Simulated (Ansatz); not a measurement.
**Sr2C (model cell, started as antifluorite): following an unstable mode**

Which phase does Sr2C (model cell, started as antifluorite) fall into along its unstable mode, and how much energy does it gain?

Calculated with Ansatz 0.2.0; DFT PBEsol, scalar-relativistic, plane waves, PAW.

Report form: the programs' logs are mostly left out.

The structure was built from a prototype and need not be the compound's stable phase.

### Step 1. Starting point

It takes space group Fm-3m (No. 225, cubic). The conventional cell has a = 6.617 Å, b = 6.617 Å, c = 6.617 Å, α = 90.00°, β = 90.00°, γ = 90.00°. Nearest to C lie 8 Sr at 2.87 Å. Nearest to Sr lie 4 C at 2.87 Å. Farther neighbours are not listed.

### Step 2. Response at finite wavevector

The cell comes from relaxations at this level that are not shown. Stability and thermal properties need the whole zone. Linear response on a 4×4×4 q mesh gives force constants as far as a supercell of that size would.

Input file input.yaml:

```yaml
crystal:
  lattice:
    - [0.0, 3.308675767, 3.308675767]
    - [3.308675767, 0.0, 3.308675767]
    - [3.308675767, 3.308675767, 0.0]
  atoms:
    - { symbol: C, position: [0.0, 0.0, 0.0] }
    - { symbol: Sr, position: [0.25, 0.25, 0.25] }
    - { symbol: Sr, position: [0.75, 0.75, 0.75] }
kpoints:
  mp_grid: { grid: [12, 12, 12] }
hamiltonian:
  xc: pbesol
scf:
  occupations: { method: methfessel_paxton, width: 0.2 }
output:
  eigenvalues: true
phonons:
  method: dfpt
  qmesh: [4, 4, 4]
  temperatures: { t_max: 1000, t_step: 50 }
  qpath:
    path:
      - [[0.0, 0.0, 0.0], [0.5, 0.0, 0.5], [0.625, 0.25, 0.625]]
      - [[0.375, 0.375, 0.75], [0.0, 0.0, 0.0], [0.5, 0.5, 0.5], [0.5, 0.25, 0.75], [0.5, 0.0, 0.5]]
    npoints: 10
```

Launch:

```console
$ ansatz run input.yaml --threads 4 --pin off --max-ram 7168MiB --backend cpu --events-out ev --progress --plain --runs-dir out
```

Wall time 6.1 min (4 threads of Arm Neoverse V2, shared host); peak memory 4.2 GiB.

This step gave:

```
volume per atom                                         : 24.15 Å³
gap on the k-mesh                                       : 0 eV
sum-rule residual before enforcement                    : 6.56e-6 eV/Å²
lowest frequency on the path                            : -39.48 cm⁻¹
point group                                             : m-3m
highest frequency on the path or at a solved wavevector : 331 cm⁻¹
highest optical mode at the zone centre (no LO-TO term) : 203.1 cm⁻¹
lowest optical zone-centre mode                         : 127.7 cm⁻¹
lowest mode on the q mesh (acoustic modes at Γ apart)   : -39.48 cm⁻¹
```

Frequencies (cm⁻¹) solved at each irreducible wavevector; negative means imaginary. Frequencies by wavevector, by row:

```tsv
q in reciprocal lattice units	star	mode 1	mode 2	mode 3	mode 4	mode 5	mode 6	mode 7	mode 8	mode 9
0 0 0	1	0	0	0	127.7	127.7	127.7	203.1	203.1	203.1
0 0 0.25	8	61.3	61.3	68	121.8	123.3	123.3	201.3	201.3	262.6
0 0 -0.5	4	96.2	99.5	99.5	116.3	116.3	125.5	191.3	191.3	319.9
0 0.25 0.25	6	30.9	30.9	88.3	114.8	126.4	126.4	200.3	200.3	276.3
0 0.25 -0.5	24	46.5	68	69.7	124.2	127	149.9	178.3	223.5	306.9
0 0.25 -0.25	12	37.7	95.3	101	111.8	112.2	146.4	171	248.2	289.1
0 -0.5 -0.5	3	-39.5	51.3	51.3	101.5	101.5	162.1	175.3	175.3	331
0.25 -0.5 -0.25	6	-18	38.7	105.7	105.7	121	160.3	180.1	277.2	277.2
```

Interpolated from a 4×4×4 q mesh. Phonon branches along the path, in cm⁻¹:

```tsv
point	branch 1	branch 2	branch 3	branch 4	branch 5	branch 6	branch 7	branch 8	branch 9
Γ	0	0	0	128	128	128	203	203	203
halfway	31	31	88	115	126	126	200	200	276
X	-40	51	51	102	102	162	175	175	331
halfway	-36	56	57	107	115	162	173	190	327
U	-22	68	70	118	126	161	168	233	311
jump to K	-22	68	70	118	126	161	168	233	311
halfway	37	88	91	107	113	138	186	222	276
Γ	0	0	0	128	128	128	203	203	203
halfway	61	61	68	122	123	123	201	201	263
L	96	100	100	116	116	126	191	191	320
halfway	54	66	102	110	133	147	176	245	300
W	-18	39	106	106	121	160	180	277	277
halfway	-32	47	73	111	119	162	177	205	321
X	-40	51	51	102	102	162	175	175	331
```

Symmetry leaves 8 wavevectors to solve. The lowest mode among them, the acoustic zeros apart, lies at q = (0, -0.5, -0.5) and is imaginary, 39.5i cm⁻¹, so the energy falls along it.

### Step 3. The mode frozen in, largest atomic shift 0 Å

The mode followed lies at q = (0, -0.5, -0.5) with frequency 39.5i cm⁻¹, the softest among the wavevectors solved. At small amplitude the distorted cell has space group no. 137 by a symmetry search on the positions. The undistorted cell that holds it gives the zero of energy on the same k mesh.

System of this step: Sr2C (model cell, started as antifluorite). The structure is cubic, space group Fm-3m (No. 225). The conventional cell has a = 6.617 Å, b = 6.617 Å, c = 6.617 Å, α = 90.00°, β = 90.00°, γ = 90.00°. Nearest to C lie 8 Sr at 2.87 Å. Sr has 4 C at 2.87 Å nearest. Farther neighbours are not listed.

Input file input.yaml:

```yaml
crystal:
  lattice:
    - [0.0, -3.308675767, -3.308675767]
    - [0.0, 3.308675767, -3.308675767]
    - [6.617351534, 0.0, 0.0]
  atoms:
    - { symbol: C, position: [0.5, 0.5, 0.5] }
    - { symbol: C, position: [0.0, 1.0, 0.0] }
    - { symbol: Sr, position: [0.0, 0.5, 0.75] }
    - { symbol: Sr, position: [0.5, 0.0, 0.25] }
    - { symbol: Sr, position: [0.0, 0.5, 0.25] }
    - { symbol: Sr, position: [0.5, 0.0, 0.75] }
kpoints:
  mp_grid: { grid: [8, 8, 6] }
hamiltonian:
  xc: pbesol
scf:
  occupations: { method: methfessel_paxton, width: 0.2 }
output:
  forces: true
  stress: true
  eigenvalues: true
```

Wall time 3 s (4 threads); peak memory 0.52 GiB; 11 s of CPU time.

Numbers from this step:

```
pressure                         : 0.01716 GPa
energy from the undistorted cell : 0 meV/atom
```

The run ends at a pressure of 0.02 GPa.

### Step 4. The mode frozen in, largest atomic shift 0.32 Å

The atoms are moved along the unstable eigenvector, the largest shift by 0.32 Å, with the cell fixed.

input.yaml, the sections that differ from step 3:

```yaml
crystal:
  lattice:
    - [0.0, -3.308675767, -3.308675767]
    - [0.0, 3.308675767, -3.308675767]
    - [6.617351534, 0.0, 0.0]
  atoms:
    - { symbol: C, position: [0.5, 0.5, 0.5] }
    - { symbol: C, position: [0.0, 1.0, 0.0] }
    - { symbol: Sr, position: [0.0, 0.5, 0.7016422849] }
    - { symbol: Sr, position: [0.5, 0.0, 0.2983577151] }
    - { symbol: Sr, position: [0.0, 0.5, 0.2016422849] }
    - { symbol: Sr, position: [0.5, 0.0, 0.7983577151] }
# kpoints, hamiltonian, scf, output: as in step 3
```

Elapsed: 3 s, on 4 threads; peak memory 0.52 GiB.

This step gave:

| Item | Value |
| --- | --- |
| pressure | 1.191 GPa |
| energy from the undistorted cell | -10.46 meV/atom |

The energy, extrapolated to zero smearing, is -10.46 meV/atom against the undistorted cell.

The run ends at a pressure of 1.19 GPa, with forces up to 0.023 eV/Å.

### Step 5. Energy along the mode, all amplitudes (two of the runs are shown above)

An imaginary frequency means negative curvature, so the energy should fall and then rise again as anharmonic terms take over.

This step gave:

```
depth at the lowest point sampled  : 10.46 meV/atom
largest atomic shift at that point : 0.32 Å
```

The energy from the parent by largest atomic shift:

```tsv
largest atomic shift (Å)	energy from the parent (meV/atom)
0.000	0
0.040	-0.276
0.080	-1.08
0.140	-3.14
0.220	-6.80
0.320	-10.5
0.450	-5.32
0.600	29.7
```

Displacement at unit largest shift by atom:

```tsv
atom	x (Å)	y (Å)	z (Å)	size
C1	0.00	0.00	0.00	0.00
C2	0.00	0.00	0.00	0.00
Sr3	-1.00	0.00	0.00	1.00
Sr4	1.00	0.00	0.00	1.00
Sr5	-1.00	0.00	0.00	1.00
Sr6	1.00	0.00	0.00	1.00
```

The lowest of the steps tried is at 0.32 Å, 10.5 meV/atom below the parent; the bottom of the well need not coincide with a step.

### Step 6. Relaxing from the distorted cell

Starting from the lowest point found, all atoms and the cell are let go, so that strain and other modes of the same symmetry can join in.

input.yaml: that of step 4 with these lines changed.

```diff
@@ -22 +22,6 @@
   eigenvalues: true
+relax:
+  adjacent_minimum: "off"
+  f_tol: 0.002
+  max_steps: 120
+  cell: { stress_tol: 0.03 }
```

It took 32 s on 4 threads; peak memory 0.56 GiB; 2.1 min of CPU time.

The steps of the relaxation:

```tsv
step	energy less that of the first step (eV)	largest force component (eV/Å)	pressure (GPa)	volume (Å³)
1	0.0000	0.0232	1.19	144.88
2	-0.0368	0.1402	-0.75	154.24
3	-0.0656	0.0170	-0.33	155.90
4	-0.0698	0.0218	0.17	155.14
5	-0.0698	0.0144	0.03	155.93
6	-0.0702	0.0066	0.00	155.47
7	-0.0702	0.0003	0.00	155.60
8*	-0.0777	0.0000	0.06	155.60
9	-0.0776	0.0003	0.00	156.17
10*	-0.0778	0.0003	0.01	156.17
```

Relaxation steps marked * repeat the geometry before them on a plane-wave basis chosen anew for their cell, so energy and pressure can jump there.

Forces are held to the 16 operations that the run works with; a distortion that breaks them can't arise in this run.

```tsv
conventional cell, symmetrised	before	after	change
a (Å)	4.679	4.703	+0.5 %
b (Å)	4.679	4.703	+0.5 %
c (Å)	6.617	7.061	+6.7 %
volume (Å³/atom)	24.15	26.03	+7.8 %
```

The atoms that moved most (Å, as changes of fractional coordinates times the final cell):

```tsv
atom	dx	dy	dz	length
Sr6	0.187	0.000	0.000	0.187
Sr3	-0.187	0.000	0.000	0.187
Sr5	-0.187	0.000	0.000	0.187
Sr4	0.187	0.000	0.000	0.187
```

Numbers from this step:

| Item | Value |
| --- | --- |
| pressure | 0.005369 GPa |
| volume per atom | 26.03 Å³ |

The distorted start has space group P4_2/nmc; the relaxation ends in P4_2/nmc.

### Step 7. The new phase in its own primitive cell

The relaxed structure is symmetrised, reduced to its primitive cell and relaxed tightly, as its phonons need.

input.yaml, the sections that differ from step 6:

```yaml
crystal:
  lattice:
    - [4.7027348523, 0.0, 0.0]
    - [0.0, 4.7027348523, 0.0]
    - [0.0, 0.0, 7.0612884068]
  atoms:
    - { symbol: C, position: [0.5, 0.5, 0.5] }
    - { symbol: C, position: [0.0, 0.0, 0.0] }
    - { symbol: Sr, position: [0.0, 0.5, 0.6751610353] }
    - { symbol: Sr, position: [0.5, 0.0, 0.3248389647] }
    - { symbol: Sr, position: [0.0, 0.5, 0.1751610353] }
    - { symbol: Sr, position: [0.5, 0.0, 0.8248389647] }
relax:
  adjacent_minimum: "off"
  f_tol: 0.001
  max_steps: 60
  cell: { stress_tol: 0.01 }
# kpoints, hamiltonian, scf, output: as in step 6
```

The job ended after 7.7 s (4 threads; peak memory 0.56 GiB).

Little changed from the start: no atom moved by 0.005 Å and no cell edge by 0.1 %.

This step gave:

```yaml
pressure: 0.005367 GPa
```

The largest force component left is 0.30 meV/Å and the pressure is 0.005 GPa, within the tolerances set. The cell now holds 26.03 Å³/atom.

### Step 8. Modes of the new phase, k-mesh 8×8×6

A relaxed structure may still be a saddle point, so its zone-centre modes are computed. No field response is asked, since the mesh shows no gap.

input.yaml: that of step 7 with these lines changed.

```diff
@@ -19,9 +19,4 @@
 output:
-  forces: true
-  stress: true
   eigenvalues: true
-relax:
-  adjacent_minimum: "off"
-  f_tol: 0.001
-  max_steps: 60
-  cell: { stress_tol: 0.01 }
+phonons:
+  method: dfpt
```

It took 57 s on 4 threads; peak memory 1.6 GiB; 3.6 min of CPU time.

Numbers from this step:

```yaml
sum_rule_residual_before_enforcement: 1.77e-5 eV/Å²
point_group: 4/mmm
highest_optical_mode_at_the_zone_centre_no_lo_to_term: 341.5 cm⁻¹
lowest_optical_zone_centre_mode: -36.21 cm⁻¹
```

Patterns of degenerate modes are one choice out of their space. The modes at Γ (shares of kinetic energy by element, %) (negative means imaginary):

```tsv
mode	frequency (cm⁻¹)	symmetry	C %	Sr %
1	-36.2	Eu	8	92
2	-36.2	Eu	8	92
3	0.0	acoustic	6	94
4	0.0	acoustic	6	94
5	0.0	acoustic	6	94
6	81.4	A1g	0	100
7	87.2	Eg	7	93
8	87.2	Eg	7	93
9	103.9	B1g	9	91
10	152.0	Eg	5	95
11	152.0	Eg	5	95
12	156.0	B2u	0	100
13	216.6	A2u	94	6
14	276.2	Eg	88	12
15	276.2	Eg	88	12
16	286.1	Eu	85	15
17	286.1	Eu	85	15
18	341.5	B1g	91	9
```

Displacements in mode 2 (-36.2 cm⁻¹), the largest set to 1:
```
C1   0.06 -1.00  0.00
C2   0.06 -1.00  0.00
Sr3  0.05  0.94  0.00
Sr4 -0.06 -0.81  0.00
Sr5 -0.06 -0.81  0.00
Sr6  0.05  0.94  0.00
```

Displacements in mode 7 (87.2 cm⁻¹), the largest set to 1:
```
C1  -0.01  0.79  0.00
C2   0.01 -0.79  0.00
Sr3 -0.01  1.00  0.00
Sr4 -0.01  0.41  0.00
Sr5  0.01 -0.41  0.00
Sr6  0.01 -1.00  0.00
```

Before it was imposed, the acoustic sum rule was missed by 1.8e-5 eV/Å². Small misses are needed for a sound result but don't prove that mesh and cutoff are converged. The lowest optical mode is imaginary, 36.2i cm⁻¹, so the energy falls along it.

### Step 9. Outcome

```json
{
  "unstable mode of the parent": "q = (0, -0.5, -0.5), 40i cm⁻¹",
  "depth at the lowest point sampled": "10.5 meV/atom",
  "largest atomic shift at that point": "0.32 Å",
  "space group reached (within 0.01 Å)": "P4_2/nmc",
  "energy gained over the parent (first relaxation, on the mesh of the frozen mode)": "23.3 meV/atom",
  "volume per atom, phase reached": "26.0 Å³",
  "lowest optical zone-centre mode, phase reached": "-36.2 cm⁻¹",
  "highest optical mode at the zone centre (no LO-TO term), phase reached": "341 cm⁻¹"
}
```

In words: Along this mode the structure falls into P4_2/nmc, 23.3 meV/atom below the parent. At the parent's cell the well is 10.46 meV/atom deep on the steps tried, with its lowest point at a shift of 0.32 Å. Relaxing atoms and cell changes the gain by +12.86 meV/atom against the lowest step (energies at zero smearing). The new phase still has an imaginary mode at the zone centre of its cell, so it is a saddle point on the way to a lower structure. Of the 2 patterns followed to their end from this parent, this one reaches the lowest energy. Each path keeps the symmetry of its pattern, so a lower phase may lie along a pattern not tried. With no gap, or one that is small against the smearing, the frequencies hang on the k mesh and the smearing, most of all near Kohn anomalies. The starting cell was built on a prototype and not taken from a measurement, so the phase need not exist.

[Logs are printed without paths, hosts, clocks, repeated set-up lines and the standing remarks that a program may print on its own settings, such as how far it seeks lower states.]

[Hosts, paths, dates, database ids (printed as entryN), source tags and the programs' standing remarks are cut or masked in the printed files.]
